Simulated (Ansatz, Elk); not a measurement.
# How far do independent atoms describe Y2B?

The structure of Y2B used here is made up (a known structure type with other elements) and was relaxed beforehand with PBE. The aim is the Fourier transform of its all-electron density, F(hkl), set beside the sum over free spherical atoms that refinements use.

Calculated with Elk 11.2.3 (patched build); DFT, PBE, all-electron APW+lo, Dirac cores, scalar-relativistic bands, static density, no spin.

The structure was built from a prototype and need not be the compound's stable phase.

## 1. Starting point

The structure is trigonal, space group R-3m (No. 166). Conventional cell: a = 3.748 Å, b = 3.748 Å, c = 18.910 Å, α = 90.00°, β = 90.00°, γ = 120.00°. Y has 3 B at 2.59 Å nearest. Nearest to B lie 6 Y at 2.59 Å. Farther neighbours are not listed.

## 2. Ground state and structure factors

An all-electron density is needed, since X-rays see the cores too. Task 0 finds the density and task 195 Fourier-transforms it; tshift is off so that phases refer to the origin typed.

Contents of elk.in:

```
tasks
  0
  195

xctype
  20

spinpol
  .false.

rgkmax
  7.0

gmaxvr
  14.0

lmaxo
  7

lmaxapw
  8

swidth
  0.002

tshift
  .false.

ramdisk
  .false.

hmaxvr
  5.5

maxscl
  120

epspot
  1e-06

sppath
  './'

avec
  3.54154324478 2.04471094606 11.91162842769
  -3.54154324478 2.04471094606 11.91162842769
  0.00000000000 -4.08942189109 11.91162842787

atoms
  2
  'Y.in'
  2
  0.7421331684 0.7421331684 0.7421331684   0.000000 0.000000 0.000000
  0.2578668316 0.2578668316 0.2578668316   0.000000 0.000000 0.000000
  'B.in'
  1
  -0.0000000000 -0.0000000000 0.0000000000   0.000000 0.000000 0.000000

ngridk
  7 7 7
```

Launch:

```bash
$ OMP_NUM_THREADS=4 elk
```

Numbers of over 12 decimals in the logs are rounded to 6 here.

What it wrote:

```text
┌─────────────────────────┐
│ Elk code version 11.2.3 │
└─────────────────────────┘

All units are atomic (Hartree, Bohr, etc.)

┌─────────────────────────────────────────────────┐
│ Ground-state run starting from atomic densities │
└─────────────────────────────────────────────────┘

Lattice vectors :
   3.541543245       2.044710946       11.91162843
  -3.541543245       2.044710946       11.91162843
   0.000000000      -4.089421891       11.91162843

Reciprocal lattice vectors :
  0.8870688388      0.5121494329      0.1758277732
 -0.8870688388      0.5121494329      0.1758277732
 -0.1960949826E-16  -1.024298866      0.1758277733

Unit cell volume      :    517.5435006
Brillouin zone volume :   0.4792837958

Muffin-tin inner radius fraction :   0.1000000000E-01

Nuclei treated as point charges

Species : 1 (Y)
 parameters loaded from : Y.in
 name : yttrium
 nuclear charge    :   -39.00000000
 electronic charge :    39.00000000
 atomic mass :    162065.4503
 muffin-tin radius :    2.600000000
 number of radial points in muffin-tin :   1193
 inner part over the whole radius :   0.9871815862E-02
 number on inner part of muffin-tin    :    847
 approximate nuclear radius :   0.8135895711E-04
 number of mesh points to nuclear radius :    416
 atomic positions (lattice), magnetic fields (Cartesian) :
  1 :  -0.25786683 -0.25786683 -0.25786683    0.00000000  0.00000000  0.00000000
  2 :   0.25786683  0.25786683  0.25786683    0.00000000  0.00000000  0.00000000

Species : 2 (B)
 parameters loaded from : B.in
 name : boron
 nuclear charge    :   -5.000000000
 electronic charge :    5.000000000
 atomic mass :    19707.24742
 muffin-tin radius :    1.800000000
 number of radial points in muffin-tin :    593
 inner part over the whole radius :   0.9957276294E-02
 number on inner part of muffin-tin    :    405
 approximate nuclear radius :   0.4534157419E-04
 number of mesh points to nuclear radius :    161
 atomic positions (lattice), magnetic fields (Cartesian) :
  1 :   0.00000000  0.00000000  0.00000000    0.00000000  0.00000000  0.00000000

Total number of atoms per unit cell :    3
Total muffin-tin volume :    171.6733778
 ratio of muffin-tin to unit cell volume :   0.3317081126

Spin treatment :
 spin-unpolarised

Number of Bravais lattice symmetries :   12
Number of crystal symmetries         :   12
Crystal has inversion symmetry
Real symmetric eigensolver will be used

k-point grid :      7     7     7
k-point offset :    0.000000000       0.000000000       0.000000000
k-point set is reduced with full crystal symmetry group
Total number of k-points :       44

Muffin-tin radius times maximum |G+k| :    7.000000000
 using average radius
Maximum |G+k| for APW functions       :    3.000000000
Maximum (1/2)|G+k|²                   :    4.500000000
Maximum |G| for potential and density :    14.00000000
Constant for pseudocharge density :    9
 order of it for each species :   16  16
 order of it for pair densities of each species (exact exchange by exxq0 0: 17) :   12   4
Radial integration step length :    1

G-vector grid sizes :     60    60    60
Number of G-vectors :    23957

Maximum angular momentum used for
 APW functions            :    8
 outer part of muffin-tin :    7
 inner part of muffin-tin :    2

Total nuclear charge    :   -83.00000000
Total core charge       :    58.00000000
Total valence charge    :    25.00000000
Total excess charge     :    0.000000000
Total electronic charge :    83.00000000

Effective Wigner radius, rₛ :    1.141808800

Number of empty states         :     12
Total number of valence states :     25
Total number of core states    :     58

Third-order local-orbitals added for an l without core states : T
Total number of local-orbitals :     33

Exchange-correlation functional :     20     0     0
 Perdew-Burke-Ernzerhof, Phys. Rev. Lett. 77, 3865 (1996)
 gradient requirement :    1
 generalised gradient approximation (GGA)

Smearing type :    3
 Fermi-Dirac
Smearing width :   0.2000000000E-02
[...]
Madelung                    :     -8214.2643838894
 xc potential                :     -295.61717958347
 exchange                    :     -219.53457550278
 correlation                 :     -4.089106
 electron entropic           :    -0.12570990925988E-02
 total energy                :     -6797.3305367641

Density of states at Fermi energy :    101.1337710
 (states/Hartree/unit cell)

Estimated indirect band gap :   0.8810222178E-03
 from k-point 43 to k-point 11
Estimated direct band gap   :   0.1302803123E-01
 at k-point 37

Charges :
 core                        :    58.00000000
 valence                     :    25.00000000
 interstitial                :    5.145816822
 muffin-tins (core leakage)
  species : 1 (Y)
   atom 1                    :    36.56736309     (  0.8882701167E-05)
   atom 2                    :    36.56736309     (  0.8882701167E-05)
  species : 2 (B)
   atom 1                    :    4.719456999     (  0.6578254486E-04)
 total in muffin-tins        :    77.85418318
 total calculated charge     :    82.99925360
 total charge                :    83.00000000
 error                       :   0.7463967933E-03

RMS change in Kohn-Sham potential (target) :    2.163109168     (  0.1000000000E-05)
Absolute change in total energy (target)   :   0.4485949894E-01 (  0.1000000000E-03)

[... loops 3 to 18 left out ...]

┌──────────────────┐
│ Loop number : 19 │
└──────────────────┘

Energies :
 Fermi                       :     0.206951
 sum of occupied eigenvalues :     -4016.8319858653
 electron kinetic            :      7010.1852334929
 core electron kinetic       :      6893.1148637332
 Coulomb                     :     -13583.001908352
 Coulomb potential           :     -10735.994267311
 nuclear-nuclear             :     -702.67379577239
 electron-nuclear            :     -15036.830458293
 Hartree                     :      2156.5023457135
 Madelung                    :     -8215.0047746963
 xc potential                :     -291.02295204735
 exchange                    :     -219.35406214663
 correlation                 :     -4.100987
 electron entropic           :    -0.24883940383444E-02
 total energy                :     -6796.2742119079

Density of states at Fermi energy :    202.7272857
 (states/Hartree/unit cell)

Estimated indirect band gap :   0.7735790874E-04
 from k-point 38 to k-point 42
Estimated direct band gap   :   0.4191590954E-02
 at k-point 39

Charges :
 core                        :    58.00000000
 valence                     :    25.00000000
 interstitial                :    5.562665769
 muffin-tins (core leakage)
  species : 1 (Y)
[...]
species : 2 (B)
[...]
total in muffin-tins        :    77.43733423
 total calculated charge     :    82.99963142
 total charge                :    83.00000000
 error                       :   0.3685752577E-03

RMS change in Kohn-Sham potential (target) :   0.2884467603E-06 (  0.1000000000E-05)
Absolute change in total energy (target)   :   0.4919493040E-04 (  0.1000000000E-03)

Convergence targets achieved

┌──────────────────┐
│ Loop number : 20 │
└──────────────────┘

Energies :
 Fermi                       :     0.206951
 sum of occupied eigenvalues :     -4016.8319842264
 electron kinetic            :      7010.1852286025
 core electron kinetic       :      6893.1148549604
 Coulomb                     :     -13583.001905646
 Coulomb potential           :     -10735.994257361
 nuclear-nuclear             :     -702.67379577239
 electron-nuclear            :     -15036.830462933
 Hartree                     :      2156.5023530595
 Madelung                    :     -8215.0047769654
 xc potential                :     -291.02295546846
 exchange                    :     -219.35406246024
 correlation                 :     -4.100986
 electron entropic           :    -0.24883929664421E-02
 total energy                :     -6796.2742143921

Density of states at Fermi energy :    202.7271409
 (states/Hartree/unit cell)

Estimated indirect band gap :   0.7733457386E-04
 from k-point 38 to k-point 42
Estimated direct band gap   :   0.4191555053E-02
 at k-point 39

Charges :
 core                        :    58.00000000
 valence                     :    25.00000000
 interstitial                :    5.562664793
 muffin-tins (core leakage)
  species : 1 (Y)
   atom 1                    :    36.80583642     (  0.8658334558E-05)
   atom 2                    :    36.80583642     (  0.8658334558E-05)
  species : 2 (B)
   atom 1                    :    3.825662374     (  0.6758432665E-04)
 total in muffin-tins        :    77.43733521
 total calculated charge     :    82.99963142
 total charge                :    83.00000000
 error                       :   0.3685764519E-03

┌──────────────────────────────┐
│ Self-consistent loop stopped │
└──────────────────────────────┘

Wrote STATE.OUT
```

Elapsed: 21 s, on 4 threads of Arm Neoverse V2, shared host; peak memory 0.19 GiB.

SFACRHO.OUT:

```text

h k l indices transformed by vhmat matrix:
   1.000000000       0.000000000       0.000000000    
   0.000000000       1.000000000       0.000000000    
   0.000000000       0.000000000       1.000000000    

      h      k      l  multipl.   |H|            Re(F)            Im(F)           |F|

      0      0      0      1   0.0000000       83.000000      0.45731056E-16   83.000000    
     -1     -1     -1      2  0.52748332       15.581668     -0.77852444E-17   15.581668    
      1      0      0      6   1.0392803      0.36667969     -0.18599734E-16  0.36667969    
     -2     -2     -2      2   1.0549666      -58.566362      0.17827570E-14   58.566362    
     -1      0     -1      6   1.0829819      -60.834238     -0.45953964E-15   60.834238    
      1      1      2      6   1.2425114       64.220974      0.92161624E-15   64.220974    
      1      2      2      6   1.3498420      -12.145322      0.19798892E-16   12.145322    
     -3     -3     -3      2   1.5824500      -22.562071     -0.14363633E-16   22.562071    
      3      2      2      6   1.6012630       21.726243     -0.10229908E-16   21.726243    
      2      3      3      6   1.7400500       53.974614      0.14020081E-16   53.974614    
      1      0     -1      6   1.7741377       57.800481      0.37968980E-16   57.800481    
      1      0      2     12   1.8508925       10.082438      0.18795985E-16   10.082438    
      3      4      3      6   2.0348781      -44.463567     -0.47018174E-17   44.463567    
     -1      1     -1      6   2.0561294     -0.65905497     -0.12100145E-16  0.65905497    
     -2     -1     -3     12   2.0641025      -48.109058      0.87981409E-15   48.109058    
      2      0      0      6   2.0785606      -49.966027     -0.30178850E-16   49.966027    
      4      4      4      2   2.1099333       44.796254      0.19692348E-17   44.796254    
      0      2      2      6   2.1659638       51.932145      0.25114906E-16   51.932145
```

Elk indexes on the primitive cell of elk.in and gives |H| = 4π sin θ/λ in inverse bohr. Below, one row stands for each form hkl of the conventional cell (m members, Friedel mates merged), F is for one primitive cell and the density is static (no thermal factor). Free-atom factors are Waasmaier and Kirfel's, and R is Σm||F|−|F'||/Σm|F|.

| hkl | m | sin θ/λ (Å⁻¹) | abs F, DFT | neutral atoms | diff. |
| --- | --- | --- | --- | --- | --- |
| 003 | 2 | 0.079 | 15.582 | 15.130 | +0.452 |
| 101 | 6 | 0.156 | 0.367 | 0.007 | +0.360 |
| 006 | 2 | 0.159 | 58.566 | 58.938 | -0.372 |
| 012 | 6 | 0.163 | 60.834 | 61.130 | -0.296 |
| 104 | 6 | 0.187 | 64.221 | 64.067 | +0.154 |
| 015 | 6 | 0.203 | 12.145 | 12.261 | -0.116 |
| 009 | 2 | 0.238 | 22.562 | 22.616 | -0.054 |
| 107 | 6 | 0.241 | 21.726 | 21.929 | -0.203 |
| 018 | 6 | 0.262 | 53.975 | 53.903 | +0.071 |
| 110 | 6 | 0.267 | 57.800 | 57.775 | +0.026 |
| 113 | 12 | 0.278 | 10.082 | 10.166 | -0.084 |
| 1 0 10 | 6 | 0.306 | 44.464 | 44.275 | +0.189 |
| 021 | 6 | 0.309 | 0.659 | 0.643 | +0.016 |
| 116 | 12 | 0.310 | 48.109 | 47.967 | +0.143 |

## 3. The highest occupied states alone

An energy window below the Fermi level keeps the highest occupied states, to see at which angles they scatter; shallow core shells can lie inside it and anion s states outside. No new self-consistency is needed.

Changes to elk.in since step 2:

```diff
@@ -1,3 +1,2 @@
 tasks
-  0
   195
@@ -40,2 +39,5 @@
 
+wsfac
+  -0.344290 0.506950
+
 sppath
```

Launch:

```bash
$ OMP_NUM_THREADS=4 elk
```

What it wrote:

```text
┌─────────────────────────────────┐
│ Elk code version 11.2.3 started │
└─────────────────────────────────┘

Info(readinput): the functional depends on the density's gradient
 muffin-tin radial points multiplied by    2.00000
 (not where nrmtscf is given)

┌────────────────────┐
│ Current task : 195 │
└────────────────────┘

Info(sfacrho): density structure factors written to SFACRHO.OUT

 Energy window :  -0.3442900000      0.5069500000

┌──────────────────┐
│ Elk code stopped │
└──────────────────┘
```

Elapsed: 5.1 s, on 4 threads; peak memory 0.16 GiB; 6.2 s of CPU time.

States within 15 eV below the Fermi level hold 9.00 electrons; any levels below the window count with the cores. Their amplitudes can exceed the total, where window and core parts have opposite phase:

| hkl | sin θ/λ (Å⁻¹) | abs F, window | abs F, all |
| --- | --- | --- | --- |
| 003 | 0.079 | 3.290 | 15.582 |
| 101 | 0.156 | 1.590 | 0.367 |
| 006 | 0.159 | 1.167 | 58.566 |
| 012 | 0.163 | 1.050 | 60.834 |
| 104 | 0.187 | 1.315 | 64.221 |
| 015 | 0.203 | 0.776 | 12.145 |
| 009 | 0.238 | 0.410 | 22.562 |
| 107 | 0.241 | 0.341 | 21.726 |
| 018 | 0.262 | 0.504 | 53.975 |
| 110 | 0.267 | 0.454 | 57.800 |

## 4. Another functional

The difference from free atoms is small, so it is set against the change that LDA (Perdew-Wang) makes.

Changes to elk.in since step 3:

```diff
@@ -1,2 +1,3 @@
 tasks
+  0
   195
@@ -4,3 +5,3 @@
 xctype
-  20
+  3
 
@@ -39,5 +40,2 @@
 
-wsfac
-  -0.344290 0.506950
-
 sppath
```

Launch:

```bash
$ OMP_NUM_THREADS=4 elk
```

What it wrote:

```text
┌─────────────────────────┐
│ Elk code version 11.2.3 │
└─────────────────────────┘

All units are atomic (Hartree, Bohr, etc.)

┌─────────────────────────────────────────────────┐
│ Ground-state run starting from atomic densities │
└─────────────────────────────────────────────────┘

Lattice vectors :
   3.541543245       2.044710946       11.91162843
  -3.541543245       2.044710946       11.91162843
   0.000000000      -4.089421891       11.91162843

Reciprocal lattice vectors :
  0.8870688388      0.5121494329      0.1758277732
[...]
valence                     :    25.00000000
 interstitial                :    5.537530894
 muffin-tins (core leakage)
  species : 1 (Y)
[...]
atom 2                    :    36.82207189     (  0.3844787940E-05)
  species : 2 (B)
   atom 1                    :    3.818325322     (  0.6986244745E-04)
 total in muffin-tins        :    77.46246911
 total calculated charge     :    82.99963686
 total charge                :    83.00000000
 error                       :   0.3631428155E-03

┌──────────────────────────────┐
│ Self-consistent loop stopped │
└──────────────────────────────┘

Wrote STATE.OUT
[key lines of the parts left out:]
total energy                :     -6788.4711760024
```

Run time: 14 s. Hardware: 4 threads; peak memory 0.16 GiB.

Against the first run R = 0.05 %; the largest change is -0.033 at 1 1 27.

## 5. Basis size

The basis and the expansions that go with it are enlarged, to see whether the differences are converged.

Changes to elk.in since step 4:

```diff
@@ -5,3 +5,3 @@
 xctype
-  3
+  20
 
@@ -11,12 +11,12 @@
 rgkmax
-  7.0
+  8.5
 
 gmaxvr
-  14.0
+  18.0
 
 lmaxo
-  7
+  9
 
 lmaxapw
-  8
+  10
```

Launch:

```bash
$ OMP_NUM_THREADS=4 elk
```

What it wrote:

```text
┌─────────────────────────┐
│ Elk code version 11.2.3 │
└─────────────────────────┘

All units are atomic (Hartree, Bohr, etc.)

┌─────────────────────────────────────────────────┐
│ Ground-state run starting from atomic densities │
└─────────────────────────────────────────────────┘

Lattice vectors :
   3.541543245       2.044710946       11.91162843
  -3.541543245       2.044710946       11.91162843
   0.000000000      -4.089421891       11.91162843

Reciprocal lattice vectors :
  0.8870688388      0.5121494329      0.1758277732
[...]
valence                     :    25.00000000
 interstitial                :    5.552069875
 muffin-tins (core leakage)
  species : 1 (Y)
[...]
atom 2                    :    36.80830157     (  0.8661529503E-05)
  species : 2 (B)
   atom 1                    :    3.831326993     (  0.6765726264E-04)
 total in muffin-tins        :    77.44793013
 total calculated charge     :    82.99989905
 total charge                :    83.00000000
 error                       :   0.1009538040E-03

┌──────────────────────────────┐
│ Self-consistent loop stopped │
└──────────────────────────────┘

Wrote STATE.OUT
[key lines of the parts left out:]
total energy                :     -6796.2774108185
```

Run time: 48 s. Hardware: 4 threads; peak memory 0.34 GiB; 2.1 min of CPU time.

Against the first run R = 0.01 %; the largest change is +0.005 at 1 2 14.

## 6. Basis size

A smaller basis shows how fast F responds to it; the change is likely larger than the basis error of the first run, but doesn't show convergence.

Changes to elk.in since step 5:

```diff
@@ -11,12 +11,12 @@
 rgkmax
-  8.5
+  5.5
 
 gmaxvr
-  18.0
+  14.0
 
 lmaxo
-  9
+  7
 
 lmaxapw
-  10
+  8
```

Launch:

```bash
$ OMP_NUM_THREADS=4 elk
```

What it wrote:

```text
┌─────────────────────────┐
│ Elk code version 11.2.3 │
└─────────────────────────┘

All units are atomic (Hartree, Bohr, etc.)

┌─────────────────────────────────────────────────┐
│ Ground-state run starting from atomic densities │
└─────────────────────────────────────────────────┘

Lattice vectors :
   3.541543245       2.044710946       11.91162843
  -3.541543245       2.044710946       11.91162843
   0.000000000      -4.089421891       11.91162843

Reciprocal lattice vectors :
  0.8870688388      0.5121494329      0.1758277732
[...]
valence                     :    25.00000000
 interstitial                :    5.659376879
 muffin-tins (core leakage)
  species : 1 (Y)
[...]
atom 2                    :    36.77718184     (  0.8637804370E-05)
  species : 2 (B)
   atom 1                    :    3.786259440     (  0.6714044010E-04)
 total in muffin-tins        :    77.34062312
 total calculated charge     :    82.99957097
 total charge                :    83.00000000
 error                       :   0.4290290885E-03

┌──────────────────────────────┐
│ Self-consistent loop stopped │
└──────────────────────────────┘

Wrote STATE.OUT
[key lines of the parts left out:]
total energy                :     -6796.2372472012
```

Run time: 18 s. Hardware: 4 threads; peak memory 0.16 GiB; 42 s of CPU time.

Against the first run R = 0.03 %; the largest change is -0.038 at 104.

## 7. Settings against the effect

| run | R against the first run (%) | R against neutral atoms, low angle (%) | wall time |
| --- | --- | --- | --- |
| PBE, rgkmax 7 | 0.00 | 0.52 | 21 s |
| LDA (Perdew-Wang) | 0.05 | 0.49 | 14 s |
| rgkmax 8.5 with larger expansions | 0.01 | 0.52 | 48 s |
| rgkmax 5.5 | 0.03 | 0.50 | 18 s |

## 8. What came out

```json
{
  "R against neutral atoms, sin θ/λ < 0.3 Å⁻¹": "0.52 %",
  "R against neutral atoms, 0.3 to 0.79 Å⁻¹": "0.17 %"
}
```

Independent neutral atoms miss the calculated amplitudes by R = 0.52 % below 0.3 Å⁻¹ and 0.17 % from there to 0.79 Å⁻¹; by shells, 2.90 % below 0.15 Å⁻¹ (1 form), 0.48 % 0.15 to 0.3 (10 forms), 0.18 % 0.3 to 0.45 (22 forms), 0.17 % above 0.45 (116 forms). Bonding, aspherical density and the tables' own atoms all enter these figures, and the runs don't part them. The largest change of an amplitude is +0.45 electrons, at 003. Weak lines can change much in proportion: 101 goes from 0.01 to 0.37. The window's part falls from 9.0 electrons at the origin to at most 0.09 between 0.45 and 0.79 Å⁻¹. Below 0.3 Å⁻¹ the changes that finished (LDA (Perdew-Wang), rgkmax 8.5 with larger expansions and rgkmax 5.5) move F by R = 0.06 % at most, against the 0.52 % that separates it from free atoms. The k-mesh has no finished test. Part of the difference isn't bonding: the tables are fits to free atoms and ions calculated by other methods than this functional. Thermal motion, anomalous dispersion and extinction are left out.

[Logs are printed without paths, hosts, clocks, repeated set-up lines and the standing remarks that a program may print on its own settings, such as how far it seeks lower states.]

[Hosts, paths, dates, database ids (printed as entryN), source tags and the programs' standing remarks are cut or masked in the printed files.]
